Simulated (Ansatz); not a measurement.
# Phonons of NbRu3C (Pm-3m) against volume, part 2 of 2

Aim: how the phonons of NbRu3C (Pm-3m) shift with volume, and the thermal expansion that follows.

Ansatz 0.2.0; DFT PBEsol, scalar-relativistic, plane waves, PAW; PAW set soft_1.

So far, highest frequency on path, mesh or solved points (cm⁻¹): step 2 (response at finite wavevector) 764; step 4 (phonons at the other volume, volume ratio 0.97) 800.

## Step 5: Relaxing at another volume, volume ratio 1.03

The volume is scaled by 1.03 and held; symmetry leaves nothing to relax, so this is a single point. The modes can then be followed against volume.

Contents of input.yaml:

```yaml
crystal:
  lattice:
    - [4.0487562584, 0.0, 0.0]
    - [0.0, 4.0487562584, 0.0]
    - [0.0, 0.0, 4.0487562584]
  atoms:
    - { symbol: Nb, position: [0.0, 0.0, 0.0] }
    - { symbol: Ru, position: [0.0, 0.5, 0.5] }
    - { symbol: Ru, position: [0.5, 0.0, 0.5] }
    - { symbol: Ru, position: [0.5, 0.5, 0.0] }
    - { symbol: C, position: [0.5, 0.5, 0.5] }
kpoints:
  mp_grid: { grid: [12, 12, 12] }
hamiltonian:
  xc: pbesol
  pseudopotentials: { kind: paw, azcp: { folder: soft_1 }, xc_functional: pbe }
scf:
  occupations: { method: methfessel_paxton, width: 0.2 }
output:
  forces: true
  stress: true
  eigenvalues: true
```

Run with:

```
$ ansatz run input.yaml --threads 4 --pin off --max-ram 10240MiB --backend cpu --events-out ev --progress --plain --runs-dir out
```

Standard output:

```text
[...]
Crystal: 5 atoms, lattice volume = 66.369 Å³
Basis set: ecut = 420 eV, 1309 PW (Γ), exchange–correlation on 60×60×60 points (8 copies of the dense FFT grid, shifted against one another)
Bands: 39, of which v1, the nominal top of the filled ones, is band 33 counted from 1 (32 counted from 0)
Symmetry: 48 space group operations
[...]
k-points: 84 of 1728
[...]
k-point 0: bands = [... 29 lower, 19.3226, 19.3226, 21.3705, 21.3962, 21.3962, 21.3962, 22.5952, 22.5952, ... 2 higher]
  k-point 1: bands = [... 29 lower, 19.3312, 19.5582, 21.2978, 21.3964, 21.4075, 21.4075, 22.5489, 22.5827, ... 2 higher]
  k-point 2: bands = [... 29 lower, 19.3529, 19.7638, 21.0790, 21.3970, 21.4423, 21.4423, 22.4303, 22.4999, ... 2 higher]
  k-point 83: bands = [... 29 lower, 20.8958, 20.8958, 20.8958, 21.1588, 21.1588, 21.1588, 21.9175, 21.9175, ... 2 higher]
[key lines of the parts left out:]
SCF converged after 9 iterations
Free energy (F): -22192.051094 eV
Fermi energy:    20.739140 eV
P = ⅓ Tr σ = -8.5452 GPa (-85.452 kbar)
```

It took 3.4 s on 4 threads of Arm Neoverse V1, shared host; peak memory 0.48 GiB.

Read from the output:

```
pressure        : -8.545 GPa
volume per atom : 13.27 Å³
```

The run ends at a pressure of -8.55 GPa.

## Step 6: Phonons at the other volume, volume ratio 1.03

The phonons are repeated at this volume on the same meshes, so that differences come from the volume alone.

Edit input.yaml of step 5 so:

```diff
@@ -19,4 +19,11 @@
 output:
-  forces: true
-  stress: true
   eigenvalues: true
+phonons:
+  method: dfpt
+  qmesh: [2, 2, 2]
+  temperatures: { t_max: 1000, t_step: 50 }
+  qpath:
+    path:
+      - [[0.0, 0.0, 0.0], [0.0, 0.5, 0.0], [0.5, 0.5, 0.0], [0.0, 0.0, 0.0], [0.5, 0.5, 0.5], [0.0, 0.5, 0.0]]
+      - [[0.5, 0.5, 0.5], [0.5, 0.5, 0.0]]
+    npoints: 10
```

Standard output:

```text
[...]
Crystal: 5 atoms, lattice volume = 66.369 Å³
Basis set: ecut = 420 eV, 1309 PW (Γ), exchange–correlation on 60×60×60 points (8 copies of the dense FFT grid, shifted against one another)
Bands: 39, of which v1, the nominal top of the filled ones, is band 33 counted from 1 (32 counted from 0)
Symmetry: 48 space group operations
k-points: 84 of 1728
[...]
interpolated dispersion: 62 rows × 15 modes
[...]
zero-point energy: 0.208090 eV/cell   skipped modes (ω ≤ 0): 10, of them read as no rigid motion or as one in doubt: 7 (8.057e-3 modes/cell left out, lowest -23.70 cm⁻¹)   left out of the sums: 5.86e-4 of the cell's modes: C_V's classical limit lies that fraction below 3 k_B per atom; for a crystal, a wire or a layer, F and S can be off by more, and a phonons.interpolated_qmesh denser along its periods is the remedy for the sampling
[key lines of the parts left out:]
SCF converged after 11 iterations
Free energy (F): -22192.051094 eV
Fermi energy:    20.739137 eV
```

It took 11 min on 4 threads; peak memory 2.3 GiB; 44 min of CPU time.

Numbers from this step:

```
sum-rule residual before enforcement                    : 1.81e-5 eV/Å²
lowest frequency on the path                            : -23.70 cm⁻¹
highest frequency on path, mesh or solved points        : 729.6 cm⁻¹
highest optical mode at the zone centre (no LO-TO term) : 528.1 cm⁻¹
lowest optical zone-centre mode                         : 54.25 cm⁻¹
lowest mode on the q mesh (acoustic modes at Γ apart)   : -23.7 cm⁻¹
```

Frequencies (cm⁻¹) solved at each irreducible wavevector; negative means imaginary. Frequencies by wavevector, by row:

| q in reciprocal lattice units | star | mode 1 | mode 2 | mode 3 | mode 4 | mode 13 | mode 14 | mode 15 |
| --- | --- | --- | --- | --- | --- | --- | --- | --- |
| 0 0 0 | 1 | 0 | 0 | 0 | 54.2 | 528.1 | 528.1 | 528.1 |
| 0 0 -0.5 | 3 | 45.8 | 45.8 | 107.3 | 107.3 | 511 | 511 | 710.2 |
| 0 -0.5 -0.5 | 3 | 53.8 | 53.8 | 74.3 | 103.7 | 472.7 | 709.6 | 709.6 |
| -0.5 -0.5 -0.5 | 1 | -23.7 | -23.7 | -23.7 | 83 | 729.6 | 729.6 | 729.6 |

The highest optical mode at the zone centre (no LO-TO term) is 528.1 cm⁻¹, -40.3 cm⁻¹ against the base run.

## Step 7: Grüneisen parameters

The Grüneisen parameter of a mode is minus the logarithmic change of its frequency with volume, −d ln ω / d ln V; weighted by heat capacity it gives the expansion.

This step gave:

```yaml
bulk_modulus: 310.4 GPa
```

The phonon branches at the labelled points (cm⁻¹):

| point | branch 1 | branch 2 | branch 3 | branch 4 | branch 12 | branch 13 | branch 14 | branch 15 |
| --- | --- | --- | --- | --- | --- | --- | --- | --- |
| Γ | 0 | 0 | 0 | 70 | 140 | 568 | 568 | 568 |
| halfway | 68 | 68 | 86 | 86 | 205 | 560 | 560 | 657 |
| X | 70 | 70 | 116 | 116 | 244 | 552 | 552 | 743 |
| halfway | 81 | 101 | 102 | 113 | 284 | 534 | 651 | 744 |
| M | 75 | 75 | 78 | 117 | 317 | 514 | 744 | 744 |
| halfway | 91 | 96 | 102 | 105 | 247 | 547 | 654 | 654 |
| Γ | 0 | 0 | 0 | 70 | 140 | 568 | 568 | 568 |
| halfway | 98 | 100 | 100 | 104 | 276 | 650 | 650 | 652 |
| R | 52 | 52 | 52 | 88 | 341 | 764 | 764 | 764 |
| halfway | 93 | 94 | 95 | 98 | 305 | 647 | 648 | 749 |
| X | 70 | 70 | 116 | 116 | 244 | 552 | 552 | 743 |
| jump to R | 52 | 52 | 52 | 88 | 341 | 764 | 764 | 764 |
| halfway | 70 | 70 | 83 | 90 | 327 | 645 | 754 | 754 |
| M | 75 | 75 | 78 | 117 | 317 | 514 | 744 | 744 |

The same for volume x 0.97:

| point | branch 1 | branch 2 | branch 3 | branch 4 | branch 12 | branch 13 | branch 14 | branch 15 |
| --- | --- | --- | --- | --- | --- | --- | --- | --- |
| Γ | 0 | 0 | 0 | 85 | 151 | 610 | 610 | 610 |
| X | 89 | 89 | 124 | 124 | 264 | 594 | 594 | 778 |
| M | 82 | 91 | 91 | 130 | 337 | 557 | 780 | 780 |
| Γ | 0 | 0 | 0 | 85 | 151 | 610 | 610 | 610 |
| R | 74 | 74 | 74 | 93 | 361 | 800 | 800 | 800 |
| X | 89 | 89 | 124 | 124 | 264 | 594 | 594 | 778 |
| R | 74 | 74 | 74 | 93 | 361 | 800 | 800 | 800 |
| M | 82 | 91 | 91 | 130 | 337 | 557 | 780 | 780 |

The same for volume x 1.03:

| point | branch 1 | branch 2 | branch 3 | branch 4 | branch 12 | branch 13 | branch 14 | branch 15 |
| --- | --- | --- | --- | --- | --- | --- | --- | --- |
| Γ | 0 | 0 | 0 | 54 | 133 | 528 | 528 | 528 |
| X | 46 | 46 | 107 | 107 | 225 | 511 | 511 | 710 |
| M | 54 | 54 | 74 | 104 | 298 | 473 | 710 | 710 |
| Γ | 0 | 0 | 0 | 54 | 133 | 528 | 528 | 528 |
| R | -24 | -24 | -24 | 83 | 321 | 730 | 730 | 730 |
| X | 46 | 46 | 107 | 107 | 225 | 511 | 511 | 710 |
| R | -24 | -24 | -24 | 83 | 321 | 730 | 730 | 730 |
| M | 54 | 54 | 74 | 104 | 298 | 473 | 710 | 710 |

## Step 8: What came out

| Item | Value |
| --- | --- |
| bulk modulus | 310 GPa |

In words: No expansion is given, because modes are imaginary at one volume or more. The highest optical mode at Γ goes from 610 to 528 cm⁻¹ as the cell grows, a Grüneisen parameter of 2.40. Branches are matched by rank, so values near crossings are rough. The q mesh stands for a supercell only 8.0 Å across, so branches between the solved wavevectors are rough. With no gap, or one that is small against the smearing, the frequencies hang on the k mesh and the smearing, most of all near Kohn anomalies. The phonon runs are without spin polarisation, although the cell has an odd electron count. The PAW files were made for PBE and serve the other functionals too.

[Long decimals in the printed logs are rounded to 6 places.]

[Logs are printed without paths, hosts, clocks, repeated set-up lines and the standing remarks that a program may print on its own settings, such as how far it seeks lower states.]

[Hosts, paths, dates, database ids (printed as entryN), source tags and the programs' standing remarks are cut or masked in the printed files.]

[Where the starting crystal was built by hand or by swapping elements, it need not be the compound's stable phase.]
